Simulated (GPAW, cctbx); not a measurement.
## VZnGaSe4: what bonding does to one electron reflection, worked out

VZnGaSe4, I-4 (no. 82), a = 5.6312 Å, b = 5.6312 Å, c = 11.2665 Å, α = 90.00°, β = 90.00°, γ = 90.00°.

| atom | mult. | x | y | z |
| --- | --- | --- | --- | --- |
| Se1 | 8 | 0.7461 | 0.2419 | 0.1314 |
| Ga1 | 2 | 0 | 0 | 0 |
| Zn1 | 2 | 1/2 | 1/2 | 0 |
| V1 | 2 | 0 | 1/2 | 1/4 |

The start was made by putting kin elements into a known structure type; the compound need not exist, or be stable, in this form.

A DFT run (GPAW, PBE, 450 eV, 4×4×4 k-points, Fermi–Dirac width 0.05 eV, spin-polarised) gives the static X-ray structure factor of 110 as 69.398 e for the conventional cell; superposed free atoms give 70.146 e. **Problem.** Find the Fourier component V of the crystal potential and the two-beam extinction distance at 120 kV in both cases.

## Step 1: Geometry

The cell volume is Ω = 357.27 Å³ and d(110) = 3.9819 Å, so g = 1/d = 0.2511 Å⁻¹.

## Step 2: The nuclei

Electrons feel nuclei as well as electrons, so the nuclear charges are summed with the same phases.

Phase sums Σ exp(2πi h·x), turned so that the total is real and positive: Se -0.010, Ga +2.000, Zn +2.000, V -2.000. Then F_Z = 34 × (-0.010) + 31 × (+2.000) + 30 × (+2.000) + 23 × (-2.000) = 75.66 e. The electron term has the same sign for this reflection.

## Step 3: Mott–Bethe

Poisson's equation, term by term, gives V = (e/4πε₀)(F_Z − F)/(πΩg²), with e/4πε₀ = 14.3996 V Å.

The prefactor is 14.3996 × 3.9819²/(π × 357.27) = 0.20341 V per electron. Free atoms: (75.66 − 70.146) × 0.20341 = 1.122 V. Crystal: (75.66 − 69.398) × 0.20341 = 1.274 V. F changes by -1.07 % and V by +13.6 %: the same 0.75 e is measured against F_Z − F = 5.5 e in place of F = 70.1 e.

## Step 4: Extinction distance

In the two-beam case ξ = 1/(λU) with U = 2γm₀eV/h², that is ξ = 150.41 V Å²/(γλV).

At 120 kV, λ = 0.03349 Å and γ = 1.2348. Free atoms: ξ = 3241 Å. Crystal: ξ = 2854 Å. The thickness fringes go as sin²(πt/ξ), so the two patterns slip by a quarter of a period when t|1/ξ₁ − 1/ξ₀| = 1/4, at t ≈ 598 nm. Thermal motion, absorption and many-beam coupling, left out here, change a real pattern.

## Step 5: Answer

V(110) is 1.27 V against 1.12 V, and ξ is 2854 against 3241 Å. Limits: static atoms, two beams; a ferromagnetic start is the only order tried, and the real ground state may be antiferromagnetic or insulating.
